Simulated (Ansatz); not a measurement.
# Free surface of ionic liquid triethylsulfonium formate with water: a series in temperature

How do cells made at different temperatures differ in energy, forces, levels, charges and cost?

Computed with Ansatz 0.2.0: Kohn-Sham DFT, PBE+D4, PAW (set soft_2). Every run is a single point, with the atoms held where the recipe put them (cutoff of the plane-wave runs 420 eV, fixed occupations).

First member: 3 triethylsulfonium, 3 formate, 1 H2O placed at random, at 1.08 g/cm³, as a film with 10 Å of vacuum; overlaps pushed apart, then 10 ps at 340 K with MMFF94 bonds, angles, torsions, charges and radii (Halgren, J. Comput. Chem. 17, 490 (1996)) in harmonic and 12-6 forms; SPC/E water (Berendsen, Grigera and Straatsma, J. Phys. Chem. 91, 6269 (1987)); charges of ions scaled by 0.8. Snapshot after 30 ps at 260 K and fixed volume.

Last member: 3 triethylsulfonium, 3 formate, 1 H2O placed at random, at 0.933 g/cm³, as a film with 10 Å of vacuum; overlaps pushed apart, then 10 ps at 490 K with MMFF94 bonds, angles, torsions, charges and radii (Halgren, J. Comput. Chem. 17, 490 (1996)) in harmonic and 12-6 forms; SPC/E water (Berendsen, Grigera and Straatsma, J. Phys. Chem. 91, 6269 (1987)); charges of ions scaled by 0.8. Snapshot after 30 ps at 440 K and fixed volume.

The members:

```
temperature (K)  reduced formula  atoms  valence electrons  k-mesh        basis
            260       H50C21S3O7     81                194   1×1×1  plane waves
            300       H50C21S3O7     81                194   1×1×1  plane waves
            340       H50C21S3O7     81                194   1×1×1  plane waves
            380       H50C21S3O7     81                194   1×1×1  plane waves
            440       H50C21S3O7     81                194   1×1×1  plane waves
```

Each cell is one sample from a classical run, so sample-to-sample scatter enters every column.

The input of the first member, without its atom lines; other members have their own cell and atoms, and may differ in mesh, basis and outputs:

```yaml
crystal:
  lattice:
    - [8.39065, 0.0, 0.0]
    - [0.0, 8.39065, 0.0]
    - [0.0, 0.0, 21.10407]
  atoms:
    [... 81 lines ...]
kpoints:
  mp_grid: { grid: [1, 1, 1] }
hamiltonian:
  xc: pbe
  dispersion: d4
scf:
  occupations: { method: fixed }
output:
  forces: true
  populations: true
  dos:
    method: { smearing: { sigma: 0.1 } }
    de: 0.1
    projected: { site_lists: { C: [C], H: [H], O: [O], S: [S] } }
  eigenvalues: true
  write_density: true
  write_potential: true
  volumetric_format: npy
```

Results; charges are mean Löwdin charges in e:

```
temperature (K)  energy less the first member's (meV/atom)  r.m.s. force (eV/Å)  gap (eV)   q(S)   q(H)   q(C)
            260                                        0.0                0.828                2.11  +0.77  +0.21  -0.28
            300                                        1.5                0.908                1.31  +0.74  +0.21  -0.28
            340                                       16.3                0.929                1.07  +0.73  +0.22  -0.28
            380                                       22.4                0.984               0.391  +0.77  +0.22  -0.29
            440                                       29.5                 1.03                1.41  +0.74  +0.21  -0.28
```

The gap is that between the highest filled and lowest empty Kohn-Sham level on the run's k-points; surface or edge levels can set it, and semilocal functionals tend to put gaps under measured ones. The projection misses up to 0.038 e an atom, so the charges add up to more than the cell's charge.

Cost on 8 threads of Arm Neoverse V2, shared host:

```
temperature (K)  atoms        basis  k-mesh  SCF cycles   time  host memory (GiB)
            260     81  plane waves   1×1×1          10  5.2 s                1.3
            300     81  plane waves   1×1×1          10  4.8 s                1.3
            340     81  plane waves   1×1×1          10    5 s                1.3
            380     81  plane waves   1×1×1          11  5.7 s                1.4
            440     81  plane waves   1×1×1          11  5.4 s                1.4
```

Times include the outputs that each run asked for, on hosts shared with other jobs.

The energy against the first member goes steadily from 0.0 meV/atom at 260 to 29.5 meV/atom at 440 K; each member is a single configuration. The gap goes from 2.11 eV at 260 through a minimum of 0.391 eV at 380 to 1.41 eV at 440 K. The mean charge on S lies between +0.73 and +0.77 e, with no steady trend.

**Limits.** The network of contacts between molecules at the start is that of the classical potential that made the cell, and needn't be the one that DFT or experiment would give.

[Logs are printed without paths, hosts, clocks, repeated set-up lines and the standing remarks that a program may print on its own settings, such as how far it seeks lower states.]

[Hosts, paths, dates, database ids (printed as entryN), source tags and the programs' standing remarks are cut or masked in the printed files.]

[The MMFF94 radii named for the starting cell were scaled by 0.96; in molecules described by MMFF94, hydrogen bound to N, O or S took a small fixed 12-6 site in their place.]
